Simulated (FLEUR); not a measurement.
# Magnetic state of MnH2O2 (Pyrochroite) from several starts, part 3 of 3

Wanted: the moments of MnH2O2 (Pyrochroite) and the energy of each order that was tried.

FLEUR MaX-R8.1; PBEsol; all-electron FLAPW, Dirac cores, scalar-relativistic bands.

So far. Step 2 (Start 1: ferro +): After 20 cycles the largest moment stands at 4.62 μB. Step 3 (Start 2: antiferro q=(0,1/2,1/2) +-): It lies 43.2 meV a seeded atom under the first start, and its largest moment is 4.55 μB against 4.62 μB.

## 4. Run 3 (no spin polarisation)

A spinless run gives the zero against which the gain from the moments is read.

The k list default-1 (kpts.xml, not shown) is a Γ-centred 8×8×8 mesh.

inp.xml reads:

```
<?xml version="1.0" encoding="UTF-8" standalone="no"?>
<fleurInput fleurInputVersion="0.39">
   <comment>
      MnH2O2
   </comment>
   <calculationSetup>
      <cutoffs Kmax="4.4" Gmax="13.2" GmaxXC="13.2" numbands="0"/>
      <scfLoop itmax="130" minDistance="0.00002" maxIterBroyd="15" imix="Anderson" alpha="0.05" precondParam="0.0" spinf="2.0" sdNocoIR="T"/>
      <coreElectrons ctail="T" frcor="F" kcrel="0" coretail_lmax="0"/>
      <xcFunctional name="PBEs" relativisticCorrections="F"/>
      <magnetism jspins="1"/>
      <soc l_soc="F" theta="0.0" phi="0.0" spav="F"/>
      <expertModes spex="0" secvar="F"/>
      <geometryOptimization l_f="F" forcealpha="1.0" forcemix="BFGS" epsdisp="0.00001" epsforce="0.00001"/>
      <ldaU l_linMix="F" mixParam="0.05" spinf="1.0"/>
   </calculationSetup>
   <cell>
      <bzIntegration valenceElectrons="29.0" mode="hist" fermiSmearingEnergy="0.00183747">
         <kPointListSelection listName="default-1"/>
         <xi:include xmlns:xi="http://www.w3.org/2001/XInclude" href="kpts.xml"> </xi:include>
      </bzIntegration>
      <xi:include xmlns:xi="http://www.w3.org/2001/XInclude" href="sym.xml"> </xi:include>
      <bulkLattice scale="1.0">
         <bravaisMatrix>
            <row-1>    6.1416099049499993     0.0000000000000000     0.0000000000000000</row-1>
            <row-2>   -3.0708049524749996     5.3187901978219170     0.0000000000000000</row-2>
            <row-3>    0.0000000000000000     0.0000000000000000     8.4659730382080003</row-3>
         </bravaisMatrix>
      </bulkLattice>
   </cell>
   <atomSpecies>
      <species name="Manganese (Mn)" element="Mn" atomicNumber="25">
         <mtSphere radius="2.8" gridPoints="925" logIncrement="0.013"/>
         <atomicCutoffs lmax="10" lnonsphr="8"/>
         <electronConfig flipSpins="F">
            <coreConfig>(1s1/2) (2s1/2) (2p1/2) (2p3/2)</coreConfig>
            <valenceConfig>(3s1/2) (3p1/2) (3p3/2) (4s1/2) (3d3/2) (3d5/2)</valenceConfig>
            <stateOccupation state="(3d3/2)" spinUp="1.000000" spinDown="1.000000"/>
            <stateOccupation state="(3d5/2)" spinUp="1.500000" spinDown="1.500000"/>
         </electronConfig>
         <energyParameters s="4" p="4" d="3" f="4"/>
         <lo type="SCLO" l="0" n="3" eDeriv="0"/>
         <lo type="SCLO" l="1" n="3" eDeriv="0"/>
      </species>
      <species name="Hydrogen (H)" element="H" atomicNumber="1">
         <mtSphere radius="0.79" gridPoints="263" logIncrement="0.03"/>
         <atomicCutoffs lmax="6" lnonsphr="4"/>
         <electronConfig flipSpins="F">
            <coreConfig></coreConfig>
            <valenceConfig>(1s1/2)</valenceConfig>
            <stateOccupation state="(1s1/2)" spinUp="0.500000" spinDown="0.500000"/>
         </electronConfig>
         <energyParameters s="1" p="2" d="3" f="4"/>
      </species>
      <species name="Oxygen (O)" element="O" atomicNumber="8">
         <mtSphere radius="1.03" gridPoints="341" logIncrement="0.03"/>
         <atomicCutoffs lmax="6" lnonsphr="4"/>
         <electronConfig flipSpins="F">
            <coreConfig>(1s1/2)</coreConfig>
            <valenceConfig>(2s1/2) (2p1/2) (2p3/2)</valenceConfig>
            <stateOccupation state="(2p1/2)" spinUp="0.666667" spinDown="0.666667"/>
            <stateOccupation state="(2p3/2)" spinUp="1.333333" spinDown="1.333333"/>
         </electronConfig>
         <energyParameters s="2" p="2" d="3" f="4"/>
      </species>
   </atomSpecies>
   <atomGroups>
      <atomGroup species="Manganese (Mn)">
         <relPos label="                   1">.0000000000 .0000000000 .0000000000</relPos>
         <force calculate="T" relaxXYZ="TTT"/>
      </atomGroup>
      <atomGroup species="Hydrogen (H)">
         <relPos label="                   2">1.000/3.000 -1.000/3.000 .4460000000</relPos>
         <relPos label="                   3">-1.000/3.000 1.000/3.000 -.4460000000</relPos>
         <force calculate="T" relaxXYZ="TTT"/>
      </atomGroup>
      <atomGroup species="Oxygen (O)">
         <relPos label="                   4">1.000/3.000 -1.000/3.000 .2260000000</relPos>
         <relPos label="                   5">-1.000/3.000 1.000/3.000 -.2260000000</relPos>
         <force calculate="T" relaxXYZ="TTT"/>
      </atomGroup>
   </atomGroups>
   <output dos="F" band="F" slice="F">
      <bandDOS minEnergy="-.5*Htr" maxEnergy="0.5*Htr" sigma="0.015" storeEVData="T"/>
      <plotting iplot="0" polar="F">
         <plot TwoD="T" vec1="  1.0  0.0  0.0" vec2="  0.0  1.0  0.0" vec3="  0.0  0.0  1.0" zero="  0.0  0.0  0.0" file="plot"/>
      </plotting>
      <moessbauerParams electricFieldGradient="F" isomerShift="F" coreHyperfine="F" valenceHyperfine="F"/>
   </output>
</fleurInput>
```

crystal.txt reads:

```
MnH2O2
&input film=F cartesian=F /
3.25000000000  0.00000000000  0.00000000000
-1.62500000000  2.81458256230  0.00000000000
0.00000000000  0.00000000000  4.48000000000
1.8897261246
1.0 1.0 1.0

5
25 0.00000000000  0.00000000000  0.00000000000
1 0.33333333333  0.66666666667  0.44600000000
1 0.66666666667  0.33333333333  0.55400000000
8 0.33333333333  0.66666666667  0.22600000000
8 0.66666666667  0.33333333333  0.77400000000

&kpt div1=8 div2=8 div3=8 gamma=T /
```

On the command line:

```
$ OMP_NUM_THREADS=1 inpgen -f crystal.txt > inpgen.log  # inp.xml is then edited as shown
$ OMP_NUM_THREADS=1 mpirun -n 4 fleur_MPI > fleur.log
```

What it wrote:

```text
[banner, memory and clock lines left out]
Welcome to FLEUR        (www.flapw.de)
      MaX-Release 8.1          (www.max-centre.eu)

 ========== k-point set info ==========
 Selected k-point list: default-1
 k-point list type: mesh
 0 x 0 x 0
 Number of k points: 68

 [... set-up left out ...]
 Iteration:     1   Distance:      36.92527874 me/bohr^3
Nuclear radius smaller than smallest radial mesh point for atom type 2 -- skipping its core isomer shift
 Iteration:     2   Distance:      34.33835362 me/bohr^3
[...]
<FermiEnergy value="1.5345868069" units="Htr"/>
         [... left out ...]
         <totalEnergy value="    -1308.4235489650" units="Htr">
            <sumOfEigenvalues value="     -694.6205559786">
               <coreElectrons value="-716.5257609951"/>
               <valenceElectrons value="21.9052050166"/>
            </sumOfEigenvalues>
         [... left out ...]
            <freeEnergy value="-1308.4265681505"/>
            <extrapolationTo0K value="-1308.4250585578"/>
         </totalEnergy>
         <densityConvergence units="me/bohr^3">
            <chargeDensity spin="1" distance="0.0000027667"/>
         </densityConvergence>
      </iteration>
```

Run time: 26 s. Hardware: 4 MPI ranks of Intel Xeon Platinum 8488C (Sapphire Rapids), shared host; peak memory 0.26 GiB.

Read from the output:

- free energy: -35604.1007 eV
- program's band gap on this mesh (in a metal only a level spacing): 3.88e-4 eV
- final state: non-magnetic (no spin polarisation)

It lies 1877 meV a seeded atom over the first start.

## 5. Ranking

Free energies are divided by the number of seeded atoms, so that cells of unlike size compare. Wavevectors q in the names are fractions of the primitive cell's reciprocal vectors.

Orders:

```
                     start        final state  typed order kept  energy over the lowest (meV a seeded atom)  largest sphere moment (μB)  net moment (μB a primitive cell)  mesh matched  CPU time (s)
                   ferro +      ferromagnetic               yes                                       43.19                       4.622                                 5           yes         153.1
antiferro q=(0,1/2,1/2) +-  antiferromagnetic               yes                                           0                       4.548                                 0           yes          1607
      no spin polarisation       non-magnetic                 -                                        1920                           0                                 0           yes         104.4
```

## 6. What came out

- lowest state found: antiferromagnetic (typed antiferro q=(0,1/2,1/2) +-)
- largest site spin moment: 4.55 μB
- next finished state: ferromagnetic, 43.2 meV a seeded atom higher
- energy gained by spin polarisation: 1920 meV a seeded atom

What this shows: The lowest state found is antiferromagnetic, reached from the start antiferro q=(0,1/2,1/2) +-, with moments up to 4.55 μB. The next finished state costs 43 meV a seeded atom. Forming the largest moments gains far more than ordering them, so they should outlast the ordering temperature. This is the lowest of 3 finished starts, no proof of the ground state.

[Logs and program files are shortened in this print: banners, set-up blocks, solver, clock and traceback lines can be left out without a mark of their own.]

[Logs are printed without paths, hosts, clocks, repeated set-up lines and the standing remarks that a program may print on its own settings, such as how far it seeks lower states.]

[Hosts, paths, dates, database ids (printed as entryN), source tags and the programs' standing remarks are cut or masked in the printed files.]

[Where a cell is said to come from a database of computed structures, the database is the Materials Project.]
